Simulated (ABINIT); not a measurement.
# Quasiparticle gap of SiC (P6_3mc) in ABINIT, part 3 of 3

How does a plane-wave GW calculation on SiC (P6_3mc) run from the first input to the gap?

ABINIT 10.8.3; PBE and many-body steps on it, plane waves. Known limits of the many-body steps: not at the basis limit.

So far. Step 4 (Empty states on the mesh, 6×6×4 mesh, 167 bands): On this mesh the gap is 2.275 eV. Step 5 (Screening, 6×6×4 mesh, 159 bands, screening to 195.9 eV): Local fields lower ε∞ by 9 %.

**6. Self-energy, 6×6×4 mesh, 159 bands, screening to 195.9 eV**

The self-energy is evaluated for the states that the input lists, and the levels follow from it, in one-shot runs by the linearised quasiparticle equation.

This step: G0W0 on PBE, plane waves, norm-conserving pseudopotentials.

The input, run.abi:

```
acell 3*1.0 Angstrom
rprim 
  3.073513928196 0.000000000001 0.000000000000
  -1.536756964099 2.661741140703 0.000000000000
  0.000000000000 0.000000000000 5.045247710000
ntypat 2
znucl 14 6
natom 4
typat 1 1 2 2
xred 
  0.333333333333 0.666666666667 0.499602400000
  0.666666666667 0.333333333333 0.999602400000
  0.333333333333 0.666666666667 0.875397600000
  0.666666666667 0.333333333333 0.375397600000
pp_dirpath "pseudos"
pseudos "Si.upf, C.upf"
ecut 37
ngkpt 6 6 4
nshiftk 1
shiftk 0 0 0
kptopt 1
chksymbreak 0
istwfk *1
occopt 1
irdwfk 1
optdriver 4
nband 159
gwcalctyp 0
ecutsigx 37
symsigma 1
nkptgw 3
kptgw 
  0.0000000000 0.0000000000 0.0000000000
  0.3333333333 0.3333333333 0.0000000000
  0.5000000000 0.0000000000 0.0000000000
bdgw 
  7 10
  6 10
  7 10
ecuteps 7.2
irdscr 1
ppmodel 1
indata_prefix "in"
outdata_prefix "out"
tmpdata_prefix "tmp"
```

Command:

```bash
OMP_NUM_THREADS=1 mpirun -n 8 abinit run.abi > log
```

Numbers of over 12 decimals in the logs are rounded to 6 here.

Log:

```text
.Version 10.8.3 of ABINIT. v10.8.2 released Aug 2026.

 Symmetries : space group P6_3 m c (#186); Bravais hP (primitive hexag.)
[... echo of the input left out ...]
== DATASET  1 ==================================================================
-   mpi_nproc: 8, omp_nthreads: 1 (-1 if OMP is not activated)

--- !DatasetInfo
iteration_state: {dtset: 1, }
dimensions: {natom: 4, nkpt: 21, mband: 159, nsppol: 1, nspinor: 1, nspden: 1, mpw: 3015, }
cutoff_energies: {ecut:  37.0, pawecutdg:  -1.0, }
electrons: {nelect:   1.60000000E+01, charge:   0.00000000E+00, occopt:   1.00000000E+00, tsmear:   1.00000000E-02, }

 SIGMA: Calculation of the GW corrections

 Based on a program developped by R.W. Godby, V. Olevano, G. Onida, and L. Reining.
 Incorporated in ABINIT by V. Olevano, G.-M. Rignanese, and M. Torrent.
.Using double precision arithmetic ; gwpc =  8

[... cell and pseudopotentials left out ...]
--------------------------------------------------------------------------------

 ==== K-mesh for the wavefunctions ====
 Number of points in the irreducible wedge :    21
[... list of points left out ...]
 Together with 12 symmetry operations and time-reversal symmetry
 yields   144 points in the full Brillouin Zone.

 ==== Q-mesh for screening function ====
 Number of points in the irreducible wedge :    21
[... list of points left out ...]
 Together with 12 symmetry operations and time-reversal symmetry
 yields   144 points in the full Brillouin Zone.

 vcoul_init : cutoff-mode = AUXILIARY_FUNCTION
 q-points for optical limit:   1
     1)      0.000010    0.000020    0.000030
 setmesh: FFT mesh size selected  =    27x   27x   54
          total number of points  =        39366

 Number of electrons calculated from density =   16.0000; Expected =   16.0000
 average of density, n =  0.057443
 r_s =    1.6078
 omega_plasma =   23.1193 [eV]

 === KS Band Gaps ===
  >>>> For spin  1
   Minimum direct gap =   3.9851 [eV], located at k-point      :   0.5000  0.0000  0.0000
   Fundamental gap    =   2.2753 [eV], Top of valence bands at :   0.0000  0.0000  0.0000
                                       Bottom of conduction at :   0.3333  0.3333  0.0000
 SIGMA fundamental parameters:
 PLASMON POLE MODEL  1
 number of plane-waves for SigmaX                 2973
 number of plane-waves for SigmaC and W            251
 number of plane-waves for wavefunctions          2973
 number of bands                                   159
 number of independent spin polarizations            1
 number of spinorial components                      1
 number of k-points in IBZ                          21
 number of q-points in IBZ                          21
 number of symmetry operations                      12
 number of k-points in BZ                          144
 number of q-points in BZ                          144
 number of frequencies for dSigma/dE                 9
 frequency step for dSigma/dE [eV]                0.25
 number of omega for Sigma on real axis              0
 max omega for Sigma on real axis  [eV]           0.00
 zcut for avoiding poles [eV]                     0.10

 EPSILON^-1 parameters (SCR file):
 dimension of the eps^-1 matrix on file            251
 dimension of the eps^-1 matrix used               251
 number of plane-waves for wavefunctions          2973
 number of bands                                   159
 number of q-points in IBZ                          21
 number of frequencies                               2
 number of real frequencies                          1
 number of imag frequencies                          1

 matrix elements of self-energy operator (all in [eV])

 Perturbative Calculation

--- !SelfEnergy_ee
iteration_state: {dtset: 1, }
kpoint     : [   0.000,    0.000,    0.000, ]
spin       : 1
KS_gap     :    4.820
QP_gap     :    5.695
Delta_QP_KS:    0.875
data: !SigmaeeData |
     Band     E0 <VxcDFT>   SigX SigC(E0)      Z dSigC/dE  Sig(E)    E-E0       E
        7   7.012 -15.027 -17.600   1.955   0.793  -0.262 -15.517  -0.490   6.522
        8   7.012 -15.027 -17.600   1.955   0.793  -0.262 -15.517  -0.490   6.522
        9  11.832 -12.163  -6.994  -4.692   0.807  -0.240 -11.778   0.385  12.218
       10  13.231 -12.779  -7.194  -5.129   0.793  -0.260 -12.417   0.362  13.594

--- !SelfEnergy_ee
iteration_state: {dtset: 1, }
kpoint     : [   0.333,    0.333,    0.000, ]
spin       : 1
KS_gap     :    6.117
QP_gap     :    7.168
Delta_QP_KS:    1.051
data: !SigmaeeData |
     Band     E0 <VxcDFT>   SigX SigC(E0)      Z dSigC/dE  Sig(E)    E-E0       E
        6   2.959 -13.062 -17.039   2.884   0.781  -0.281 -13.916  -0.854   2.105
        7   2.959 -13.062 -17.039   2.884   0.781  -0.281 -13.916  -0.854   2.105
        8   3.170 -13.150 -17.127   2.878   0.782  -0.279 -14.009  -0.860   2.310
        9   9.287  -9.908  -5.628  -4.048   0.824  -0.213  -9.717   0.191   9.478
       10  15.194 -12.311  -6.198  -5.365   0.792  -0.262 -11.718   0.593  15.787

--- !SelfEnergy_ee
iteration_state: {dtset: 1, }
kpoint     : [   0.500,    0.000,    0.000, ]
spin       : 1
KS_gap     :    3.985
QP_gap     :    4.883
Delta_QP_KS:    0.898
data: !SigmaeeData |
     Band     E0 <VxcDFT>   SigX SigC(E0)      Z dSigC/dE  Sig(E)    E-E0       E
        7   3.715 -12.813 -16.235   2.424   0.789  -0.268 -13.599  -0.786   2.929
        8   5.813 -14.520 -17.600   2.260   0.790  -0.266 -15.167  -0.647   5.166
        9   9.798 -10.579  -6.048  -4.225   0.821  -0.218 -10.328   0.251  10.049
       10  11.240 -11.760  -6.959  -4.311   0.809  -0.236 -11.363   0.397  11.636

== END DATASET(S) ==============================================================
================================================================================

 -outvars: echo values of variables after computation  --------
           etotal      0.0000000000E+00
            nband         159
             nkpt          21
          spgroup         186
 [... the other variables as echoed above ...]

 Calculation completed.
```

It took 26 s on 8 MPI ranks of Arm Neoverse V1, shared host; peak memory 2.2 GiB; 3.5 min of CPU time.

This step gave:

- G0W0 gap on the points computed: 2.956 eV
- starting gap on the mesh: 2.275 eV
- k of the valence top: 0, 0, 0
- k of the conduction bottom: 0.3333, 0.3333, 0
- Z at the valence top: 0.793
- Z at the conduction bottom: 0.824
- least direct G0W0 gap on the computed points: 4.883 eV

The gap on the mesh goes from 2.28 eV to 2.96 eV, a correction of +0.68 eV.

Limits: finite bands, cutoff and mesh. v1 is the top filled band, c1 the lowest empty one. The levels before and after the correction (eV, zero at the valence-band top of each column):

|  | conduction bottom | valence top |
| --- | --- | --- |
| Kohn-Sham | 2.28 | 0.00 |
| G0W0 | 2.96 | 0.00 |

|  | level | energy (eV) |
| --- | --- | --- |
| Kohn-Sham | Γ v2-v1 | 0.000 |
| Kohn-Sham | Γ c1 | 4.820 |
| Kohn-Sham | Γ c2 | 6.220 |
| Kohn-Sham | (0.333 0.333 0) v3-v2 | -4.053 |
| Kohn-Sham | (0.333 0.333 0) v1 | -3.842 |
| Kohn-Sham | (0.333 0.333 0) c1 | 2.275 |
| Kohn-Sham | (0.333 0.333 0) c2 | 8.182 |
| G0W0 | Γ v2-v1 | 0.000 |
| G0W0 | Γ c1 | 5.696 |
| G0W0 | Γ c2 | 7.072 |
| G0W0 | (0.333 0.333 0) v3-v2 | -4.417 |
| G0W0 | (0.333 0.333 0) v1 | -4.212 |
| G0W0 | (0.333 0.333 0) c1 | 2.956 |
| G0W0 | (0.333 0.333 0) c2 | 9.265 |

**7. Where the time went**

Times are wall times on 8 MPI ranks of Arm Neoverse V1, shared host, good to a factor of about two.

| step | time | share | memory (GiB) |
| --- | --- | --- | --- |
| ground state | 5.2 s | 3 % | 0.53 |
| bands along the symmetry lines | 8.1 s | 4 % | 0.51 |
| empty states on the mesh | 65 s | 33 % | 4.3 |
| screening | 91 s | 46 % | 2.1 |
| self-energy | 26 s | 13 % | 2.2 |

**8. Summary of results**

```json
{"PBE gap": "2.28 eV, indirect", "G0W0 gap on the mesh": "2.96 eV", "GW settings": "6×6×4 mesh, 159 bands, screening to 195.9 eV, Godby-Needs plasmon pole", "known limits": "not at the basis limit"}
```

What this shows: G0W0 moves the gap on the mesh from 2.28 eV to 2.96 eV (+0.68 eV), with Z of 0.79 and 0.82 at the edges. Local fields lower the RPA ε∞ on this mesh from 7.51 to 6.86. Only 3 of the mesh's irreducible points were corrected, so a valley elsewhere could overtake. Against experiment, by G0W0@PBE: the gap of 2.96 eV lies −0.37 eV from the measured 3.33 eV (kind not stated, quoted 2020). The calculation has static nuclei and no excitons; a measured gap holds zero-point and thermal motion, which mostly lowers it. Bands and cutoff are finite, so the gap is not at the basis limit. The miss can reach some tenths of an eV and take either sign; the mesh is an error of its own. In the G0W0 run levels were corrected at 3 k points alone, so a gap called «on the mesh» is the least over those, and an edge elsewhere would be missed.

[Paths, hosts, dates, memory and timing lines, banners, echoed tables and standing remarks are left out of the program output.]

[Logs are printed without paths, hosts, clocks, repeated set-up lines and the standing remarks that a program may print on its own settings, such as how far it seeks lower states.]

[Runs of the session that timed out or met a known fault of the program may be left out.]

[Hosts, paths, dates, database ids (printed as entryN), source tags and the programs' standing remarks are cut or masked in the printed files.]

[G0W0 gaps are taken among the corrected bands and points alone; a level outside them can change the order at an edge.]

[Where Ansatz stands beside ABINIT at settings called matched, ABINIT's density can come from a denser mesh and the files from another edition; pairs whose starting gaps differed by over 0.03 eV were left out, so agreement reads better than it is.]
